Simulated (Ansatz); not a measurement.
# Cl on Ti(0001): change of the work function, part 2 of 3

How does Cl on the fcc site change the work function of Ti(0001) as the layer fills?

Ansatz 0.2.0; plane-wave DFT, PBE, Ansatz PAW.

So far, work function, upper face (eV): step 2 (the clean slab) 4.37.

## Step 3: Adsorbate added, k-mesh 6×6×1, coverage 0.25 ML

System of this step: Cl/Ti(0001). The cell holds 17 atoms: 16 Ti and 1 Cl. Its edges and angles: a = 5.900 Å, b = 5.900 Å, c = 27.015 Å, α = 90.0°, β = 90.0°, γ = 60.0°. Vacuum lies along c.

The clean slab as it ended is repeated in the plane and the adsorbate is set on one face; the cell's size fixes the coverage, and the k-mesh shrinks with it to keep the sampling density about even. Adsorbate and upper layers relax, since the dipole depends on the height.

input.yaml

```yaml
crystal:
  lattice:
    - [5.9, 0.0, 0.0]
    - [2.95, 5.1095498824, 0.0]
    - [0.0, 0.0, 27.0145079649]
  atoms:
    - { symbol: Ti, position: [0.3333333333, 0.3333333333, 0.3331543188] }
    - { symbol: Ti, position: [0.0, 0.0, 0.4198595811] }
    - { symbol: Ti, position: [0.3333333333, 0.3333333333, 0.5090821524] }
    - { symbol: Ti, position: [0.0, 0.0, 0.5893603079] }
    - { symbol: Ti, position: [0.3333333333, 0.8333333333, 0.3331543188] }
    - { symbol: Ti, position: [0.0, 0.5, 0.4198595811] }
    - { symbol: Ti, position: [0.3333333333, 0.8333333333, 0.5090821524] }
    - { symbol: Ti, position: [0.0, 0.5, 0.5893603079] }
    - { symbol: Ti, position: [0.8333333333, 0.3333333333, 0.3331543188] }
    - { symbol: Ti, position: [0.5, 0.0, 0.4198595811] }
    - { symbol: Ti, position: [0.8333333333, 0.3333333333, 0.5090821524] }
    - { symbol: Ti, position: [0.5, 0.0, 0.5893603079] }
    - { symbol: Ti, position: [0.8333333333, 0.8333333333, 0.3331543188] }
    - { symbol: Ti, position: [0.5, 0.5, 0.4198595811] }
    - { symbol: Ti, position: [0.8333333333, 0.8333333333, 0.5090821524] }
    - { symbol: Ti, position: [0.5, 0.5, 0.5893603079] }
    - { symbol: Cl, position: [0.1666666667, 0.1666666667, 0.6668456812] }
kpoints:
  mp_grid: { grid: [6, 6, 1] }
hamiltonian:
  xc: pbe
scf:
  occupations: { method: fermi_dirac, width: 0.1 }
  convergence: { dr2_threshold: 1.0e-08 }
efield:
  axis: 3
  dipole_correction: true
  ramp_position: 0.97
  ramp_width: 0.06
relax:
  f_tol: 0.02
  max_steps: 60
  constraints: [{ sites: [0, 1, 4, 5, 8, 9, 12, 13] }]
output:
  dos: { projected: true, e_range: [-8, 4] }
  write_potential: true
  write_density: true
  volumetric_format: npy
  elf: true
```

Command:

```bash
ansatz run input.yaml --threads 4 --pin off --max-ram 6144MiB --backend cpu --events-out ev --progress --plain --runs-dir out
```

Numbers of over 12 decimals in the logs are rounded to 6 here.

Output:

```text
[...]
Crystal: 17 atoms, lattice volume = 814.389 Å³
Basis set: ecut = 420 eV, 15775 PW (Γ), exchange–correlation on 80×80×384 points (8 copies of the dense FFT grid, shifted against one another)
Bands: 120, of which v1, the nominal top of the filled ones, is band 100 counted from 1 (99 counted from 0)
Symmetry: 6 space group operations
[...]
k-points: 7 of 36 (time reversal used)
[...]
SCF iter   1: F=—  HF=-41070.220806 eV  |F-HF|=—  |Δ(HF+E_count)|=         —  Δρ=4.95e-3  dr2=5.80e-1  ethr=1.77e-3  p=0.001 e·Å  D=1.98e-4 V/Å  ΔV_dip=-0.01 eV  dr2_dipole=3.32e-2  V_vac-E_F(+/−)=4.05/4.06 eV  ⟨swp⟩=9.7  Hψ=3965  notcnv=0
[...]
SCF iter  10: F=-41070.197691 eV  HF=-41070.197691 eV  |F-HF|=1.17e-8  |Δ(HF+E_count)|=   1.13e-7  Δρ=6.33e-7  dr2=3.73e-9  ethr=5.03e-12  p=-0.007 e·Å  D=-1.54e-3 V/Å  ΔV_dip=0.04 eV  dr2_dipole=5.91e-11  V_vac-E_F(+/−)=4.46/4.42 eV  ⟨swp⟩=12.0  Hψ=6431  notcnv=0
SCF 1 converged in 10 iterations: F = -41070.197691 eV  dr2 = 3.73e-9
  Residual-converged pass: ⟨swp⟩=1.1  Hψ=894  notcnv=0  max |occ|·‖R‖ = 6.9e-9 eV (tolerance 1.0e-8 eV)  dr2=3.73e-9  dr2_onsite=2.17e-10  max |Δocc| = 4.0e-12
[...]
relax step   1: F+E_penalty+E_count = -41070.19769091 eV  Δ(F+E_penalty+E_count) = +0.000e0 eV  max|allowed force component| = 1.354e0 eV/Å  Δτ_max = 0.0000 Å  (10 SCF iters, accepted)
[...]
SCF iter  11: F=-41070.491738 eV  HF=-41070.491738 eV  |F-HF|=4.68e-9  |Δ(HF+E_count)|=   7.08e-9  Δρ=2.64e-7  dr2=1.04e-9  ethr=5.03e-12  p=0.027 e·Å  D=6.00e-3 V/Å  ΔV_dip=-0.16 eV  dr2_dipole=5.97e-11  V_vac-E_F(+/−)=4.25/4.42 eV  ⟨swp⟩=9.9  Hψ=4846  notcnv=0
SCF 2 converged in 11 iterations: F = -41070.491738 eV  dr2 = 1.04e-9
relax step   2: F+E_penalty+E_count = -41070.49173823 eV  Δ(F+E_penalty+E_count) = -2.940e-1 eV  max|allowed force component| = 4.870e-1 eV/Å  Δτ_max = 0.1948 Å  (11 SCF iters, accepted)
[...]
SCF iter  10: F=-41070.521501 eV  HF=-41070.521501 eV  |F-HF|=4.67e-9  |Δ(HF+E_count)|=   6.29e-9  Δρ=3.05e-7  dr2=2.09e-9  ethr=5.03e-12  p=0.044 e·Å  D=9.79e-3 V/Å  ΔV_dip=-0.26 eV  dr2_dipole=1.74e-10  V_vac-E_F(+/−)=4.15/4.42 eV  ⟨swp⟩=10.9  Hψ=5831  notcnv=0
SCF 3 converged in 10 iterations: F = -41070.521501 eV  dr2 = 2.09e-9
relax step   3: F+E_penalty+E_count = -41070.52150068 eV  Δ(F+E_penalty+E_count) = -2.976e-2 eV  max|allowed force component| = 2.521e-2 eV/Å  Δτ_max = 0.1116 Å  (10 SCF iters, accepted)
SCF iter   1: F=—  HF=-41070.521638 eV  |F-HF|=—  |Δ(HF+E_count)|=         —  Δρ=4.65e-4  dr2=1.20e-2  ethr=4.20e-5  p=0.044 e·Å  D=9.79e-3 V/Å  ΔV_dip=-0.26 eV  dr2_dipole=6.86e-4  V_vac-E_F(+/−)=4.15/4.42 eV  ⟨swp⟩=2.0  Hψ=1122  notcnv=0
[...]
SCF iter   7: F=-41070.521786 eV  HF=-41070.521786 eV  |F-HF|=1.03e-8  |Δ(HF+E_count)|=   5.35e-8  Δρ=5.23e-7  dr2=3.65e-9  ethr=5.03e-12  p=0.044 e·Å  D=9.80e-3 V/Å  ΔV_dip=-0.26 eV  dr2_dipole=3.43e-10  V_vac-E_F(+/−)=4.15/4.42 eV  ⟨swp⟩=9.9  Hψ=6137  notcnv=0
SCF 4 converged in 7 iterations: F = -41070.521786 eV  dr2 = 3.65e-9
relax step   4: F+E_penalty+E_count = -41070.52178617 eV  Δ(F+E_penalty+E_count) = -2.855e-4 eV  max|allowed force component| = 7.930e-3 eV/Å  Δτ_max = 0.0079 Å  (7 SCF iters, accepted)
NSCF: frozen V_eff on 7 k-points
[...]
SCF converged after 7 iterations
Free energy (F): -41070.521786 eV
[...]
Internal energy: -41069.551839 eV  (E = F + TS)
E sigma→0 (E₀):  -41070.036812 eV
Entropy (-TS):   -0.969947 eV (-57.056 meV/atom)
Fermi energy:    2.129400 eV
Dipole field:    D = 0.009812 V/Å  (p = 0.044161 e·Å, saw-weighted, corrected)
Work function:   Φ+ = 4.1533 eV   Φ− = 4.4184 eV
[...]
--- Forces (eV/Å), atoms counted from 1 ---
  atom   1  Ti     0.01469227     0.00848259     0.60920311
  atom   2  Ti     0.03574980     0.02064015    -0.59370970
  atom   3  Ti     0.00106798     0.00061660     0.00154423
  atom   4  Ti    -0.00171110    -0.00098790    -0.00139688
  atom   5  Ti     0.00000000    -0.01696517     0.60920311
  atom   6  Ti    -0.00000000    -0.04128031    -0.59370970
  atom   7  Ti     0.00000000    -0.00123320     0.00154423
  atom   8  Ti    -0.00000000     0.00197580    -0.00139688
  atom   9  Ti    -0.01469227     0.00848259     0.60920311
  atom  10  Ti    -0.03574980     0.02064015    -0.59370970
  atom  11  Ti    -0.00106798     0.00061660     0.00154423
  atom  12  Ti     0.00171110    -0.00098790    -0.00139688
  atom  13  Ti    -0.00000000     0.00000000     0.55093659
  atom  14  Ti     0.00000000    -0.00000000    -0.59661522
  atom  15  Ti     0.00000000     0.00000000     0.00559284
  atom  16  Ti    -0.00000000     0.00000000    -0.00792959
  atom  17  Cl     0.00000000    -0.00000000     0.00108857
  max |Σ_I F_I| component: 4.52e-6 eV/Å
--- Band table (eV; the first three rows and the last of 7) ---
  k-point 0: bands = [... 96 lower, 2.1955, 2.3549, 2.5183, 2.5183, 2.5559, 2.6476, 2.8026, 2.8026, ... 16 higher]
  k-point 1: bands = [... 96 lower, 2.2051, 2.2966, 2.3930, 2.4029, 2.4239, 2.4852, 2.6620, 2.7001, ... 16 higher]
  k-point 2: bands = [... 96 lower, 2.0313, 2.0762, 2.1302, 2.1666, 2.1816, 2.3059, 2.3832, 2.4195, ... 16 higher]
  k-point 6: bands = [... 96 lower, 1.6101, 1.7898, 1.7978, 1.8031, 1.8368, 2.0213, 2.0858, 2.0863, ... 16 higher]
--- Relaxed structure (4 steps of the walk, 4 accepted, 0 SCFs on fresh bases) ---
  F+E_penalty+E_count = -41070.52178617 eV   max|allowed force component| = 7.930e-3 eV/Å
  atoms:
    - { symbol: Ti, position: [0.333333, 0.333333, 0.333154] }
    - { symbol: Ti, position: [2.6667121670171395e-17, 2.6667121670171398e-17, 0.419860] }
    - { symbol: Ti, position: [0.330659, 0.330659, 0.509356] }
    - { symbol: Ti, position: [-0.00785567, -0.00785567, 0.590380] }
    - { symbol: Ti, position: [0.333333, 0.833333, 0.333154] }
    - { symbol: Ti, position: [8.326672684688674e-17, 0.500000, 0.419860] }
    - { symbol: Ti, position: [0.330659, 0.838683, 0.509356] }
    - { symbol: Ti, position: [-0.00785567, 0.515711, 0.590380] }
    - { symbol: Ti, position: [0.833333, 0.333333, 0.333154] }
    - { symbol: Ti, position: [0.5, 2.6667121670171398e-17, 0.419860] }
    - { symbol: Ti, position: [0.838683, 0.330659, 0.509356] }
    - { symbol: Ti, position: [0.515711, -0.00785567, 0.590380] }
    - { symbol: Ti, position: [0.833333, 0.833333, 0.333154] }
    - { symbol: Ti, position: [0.500000, 0.500000, 0.419860] }
    - { symbol: Ti, position: [0.833333, 0.833333, 0.506820] }
    - { symbol: Ti, position: [0.500000, 0.500000, 0.587311] }
    - { symbol: Cl, position: [0.166667, 0.166667, 0.655797] }
```

It took 63 s on 4 threads of Intel Xeon at 2.80GHz (Skylake/Cascade Lake), shared host; peak memory 2.5 GiB.

This run has no spin polarisation although its electron count is odd.

Step by step:

```
step  energy less that of the first step (eV)  largest force component (eV/Å)
   1                                   0.0000                          1.3544
   2                                  -0.2940                          0.4870
   3                                  -0.3238                          0.0252
   4                                  -0.3241                          0.0079
```

Forces are held to the 6 operations that the run works with; a distortion that breaks them can't arise in this run.

The atoms that moved most (Å):

```
atom      dx      dy      dz  length
Cl17   0.000   0.000  -0.298   0.298
 Ti4  -0.070  -0.040   0.028   0.085
 Ti8   0.000   0.080   0.028   0.085
Ti12   0.070  -0.040   0.028   0.085
Ti15   0.000   0.000  -0.061   0.061
Ti16   0.000   0.000  -0.055   0.055
 Ti3  -0.024  -0.014   0.007   0.028
 Ti7   0.000   0.027   0.007   0.028
```

The relaxed structure:

```cif
data_structure
_symmetry_space_group_name_H-M 'P 1'
_symmetry_Int_Tables_number 1
_cell_length_a 5.9000
_cell_length_b 5.9000
_cell_length_c 27.0145
_cell_angle_alpha 90.000
_cell_angle_beta 90.000
_cell_angle_gamma 60.000
_cell_volume 814.39
loop_
_atom_site_label
_atom_site_type_symbol
_atom_site_fract_x
_atom_site_fract_y
_atom_site_fract_z
_atom_site_occupancy
Ti1 Ti 0.33333 0.33333 0.33315 1
Ti2 Ti 0.00000 0.00000 0.41986 1
Ti3 Ti 0.33066 0.33066 0.50936 1
Ti4 Ti 0.99214 0.99214 0.59038 1
Ti5 Ti 0.33333 0.83333 0.33315 1
Ti6 Ti 0.00000 0.50000 0.41986 1
Ti7 Ti 0.33066 0.83868 0.50936 1
Ti8 Ti 0.99214 0.51571 0.59038 1
Ti9 Ti 0.83333 0.33333 0.33315 1
Ti10 Ti 0.50000 0.00000 0.41986 1
Ti11 Ti 0.83868 0.33066 0.50936 1
Ti12 Ti 0.51571 0.99214 0.59038 1
Ti13 Ti 0.83333 0.83333 0.33315 1
Ti14 Ti 0.50000 0.50000 0.41986 1
Ti15 Ti 0.83333 0.83333 0.50682 1
Ti16 Ti 0.50000 0.50000 0.58731 1
Cl17 Cl 0.16667 0.16667 0.65580 1
```

Numbers from this step:

```
energy at zero smearing        : -41070.0368 eV
work function, upper face      : 4.153 eV
work function, lower face      : 4.418 eV
dipole along the normal        : 0.04416 e·Å
step between the vacuum levels : -0.2651 eV
```

Running mean over 2.342 Å of the planar mean; the ramp of the sawtooth is left out. The electron's electrostatic potential energy less the Fermi level by z:

```
z (Å)  electron's electrostatic potential energy less the Fermi level (eV)
    4                                                                 4.42
    5                                                                 4.40
    6                                                                 4.24
    7                                                                 2.89
    8                                                                -3.13
    9                                                                -6.74
   10                                                                -6.59
   11                                                                -6.58
   12                                                                -6.42
   13                                                                -6.36
   14                                                                -6.88
   15                                                                -7.53
   16                                                                -7.03
   17                                                                -4.37
   18                                                                0.953
   19                                                                 3.16
   20                                                                 4.10
   21                                                                 4.15
   22                                                                 4.15
   23                                                                 4.15
```

The density of states has structure finer than the step of the table below, so its rows give means over 0.2 eV, whole bins alone (the curve runs from -8 to 0.81 eV). Peaks (eV: height): -5.47: 41.9, -2.38: 53.2, -0.84: 46.4, -0.78: 45.3, -0.66: 51.4, 0.21: 65.6, 0.30: 48.7.

Table of density of states by energy, zero at the Fermi level; means over each step:

energy (eV), density of states (states/eV a cell) and a bar:
```
     -6.2        0.0 
     -6.0        2.3 ##
     -5.8        9.7 ########
     -5.6        9.0 #######
     -5.4        8.5 #######
     -5.2        1.3 #
     -5.0        1.3 #
     -4.8        1.2 #
     -4.6        1.4 #
     -4.4        3.3 ###
     -4.2        2.3 ##
     -4.0        2.8 ##
     -3.8        2.7 ##
     -3.6        4.1 ###
     -3.4        3.8 ###
     -3.2        3.9 ###
     -3.0        3.6 ###
     -2.8       11.5 ##########
     -2.6        6.6 ######
     -2.4       16.2 ##############
     -2.2       14.7 ############
     -2.0       16.9 ##############
     -1.8       23.0 ###################
     -1.6       21.2 ##################
     -1.4       14.5 ############
     -1.2       18.3 ###############
     -1.0       19.7 ################
     -0.8       31.1 ##########################
     -0.6       24.4 ####################
     -0.4       15.4 #############
     -0.2       23.0 ###################
      0.0       32.0 ###########################
      0.2       36.1 ##############################
      0.4       33.6 ############################
      0.6       31.8 ##########################
```

Projected DOS per atom over height of the atomic layer and energy from the Fermi level. Layers: Ti4 Ti4 Ti4 Ti4 Cl from below.

Ten even steps from '_' (0.0 states/eV) to '@' (8.5 states/eV), each cell a mean:
```
::::..::__
--....::__
::......__
..::....__
........__
........__
........__
__....____
__________
__________
__________
__________
__________
__________
__________
________@@
________==
__________
__________
__________
__________
__________
```
Columns: height of the atomic layer (Å) from 9 to 17.7 (not evenly spaced); rows upwards: energy from the Fermi level (eV) from -7.96 to 0.745.

Electrostatic potential energy in the ca plane at fractional y = 0.000, with atoms of Ti within 0.2 Å of it. With pseudopotentials it is smooth inside the atoms' cores, unlike the true potential.

Ten even steps from '0' (-35 eV) to '9' (6 eV), each cell a mean:
```
99987200037999998510015899999999999999999999
88888521368888888731137899999999999999999999
66788876788876678876678999999999999999999999
44689988899864578988889999999999999999999999
55789887889865578887789999999999999999999999
77888744578887788853357999999999999999999999
88987400158998898610026899999999999999999999
99987200037999998500005899999999999999999999
99987200037999998610015899999999999999999999
88888521368888888752257889999999999999999999
66788876788876678887778878899999999999999999
44689988899864468998888766899999999999999999
55789887889875578988888767899999999999999999
77888744578887788865568888999999999999999999
88987400158998898730036899999999999999999999
99987200037999998500015899999999999999999999
```
Columns run along c (16.0 Å, from fractional 0.33 to 0.92 of the cell; values clipped at the 3rd and 97th percentile), rows up along a (5.9 Å). Atoms in or near the plane, at fractional coordinates: Ti at (0.42, 0.00), Ti at (0.59, 0.99), Ti at (0.42, 0.50), Ti at (0.59, 0.52).

ELF in the ca plane at fractional y = 0.000, with atoms of Ti within 0.2 Å of it. It is the smooth field of the valence electrons, not physical close to the nuclei.

Ten even steps from '0' (0.00) to '9' (0.85), each cell a mean:
```
56752563642566774263373000000000000000000000
22342256422432343146641010000000000000000000
22123212123211113322222331000000000000000000
32125532354113213542235553100000000000000000
22124322234212213432223442100000000000000000
11232134213311223224431111000000000000000000
34542466632554564266662000000000000000000000
77852641552678884371273001000000000000000000
56752563642566775265562144421000000000000000
22342256422432244235521588753100000000000000
22123222123212212321114899974200000000000000
32125532344213312443126999985200000000000000
22124321234212212432125999975200000000000000
11232134213311223223213799864100000000000000
34542366632554564246751366542000000000000000
77852641552678885362373012210000000000000000
```
Columns run along c (16.0 Å, from fractional 0.33 to 0.92 of the cell), rows up along a (5.9 Å). Atoms in or near the plane, at fractional coordinates: Ti at (0.42, 0.00), Ti at (0.59, 0.99), Ti at (0.42, 0.50), Ti at (0.59, 0.52).

Valence density in the ca plane at fractional y = 0.000, with atoms of Ti within 0.2 Å of it. It is the smooth field of the valence electrons, not physical close to the nuclei.

Ten steps, logarithmic in the rise over the least value, from '0' (0.00 × 1e0 e/Å³) to '9' (9.76 × 1e0 e/Å³), each cell a mean:
```
22223699852222222479974100000000000000000000
22222367632222222357752100000000000000000000
33222233322223322234421100000000000000000000
44322222222234432222221100000000000000000000
33322222222233322223321100000000000000000000
22222345422223222246642100000000000000000000
22222588742222222379973100000000000000000000
22223699962222222489984100000000000000000000
22223699852222222379973211000000000000000000
22222367632222222246642232110000000000000000
33222233322223322223222343210000000000000000
44322222222234432222223444320000000000000000
33322222222234432222223444310000000000000000
22222345422223322234432333210000000000000000
22222588742222222368863221100000000000000000
22223699962222222489984110000000000000000000
```
Columns run along c (16.0 Å, from fractional 0.33 to 0.92 of the cell), rows up along a (5.9 Å). Atoms in or near the plane, at fractional coordinates: Ti at (0.42, 0.00), Ti at (0.59, 0.99), Ti at (0.42, 0.50), Ti at (0.59, 0.52).

The relaxation took 4 steps and lowered the energy by 0.32 eV; the largest force on the free atoms ends at 0.0079 eV/Å.

By hand: a sheet of dipoles makes a step −p/(ε₀A) in the electron's potential. With e/ε₀ = 180.95 V·Å, p = 0.04416 e·Å and A = 30.15 Å², that is −180.95 × (0.04416) / 30.15 = -0.265 eV, and the two vacuum levels of the run differ by -0.265 eV.

The covered face has 4.15 eV, -0.22 eV against the clean one; the bare back face has moved by -0.01 eV, a measure of how thin the slab is.

(Continued in part 3 of 3.)

[Logs are printed without paths, hosts, clocks, repeated set-up lines and the standing remarks that a program may print on its own settings, such as how far it seeks lower states.]

[Hosts, paths, dates, database ids (printed as entryN), source tags and the programs' standing remarks are cut or masked in the printed files.]

[Maps of the electrostatic potential energy from Ansatz leave out the sawtooth potential of an applied field or a dipole correction, so their vacuum need not be flat; planar profiles and work functions include it.]

[The density of states shown here was stored with 400 of the rows of the run's finer table, so its peaks can read low, often by over a quarter, or be missed, and its means over a window can be off by a tenth or more.]
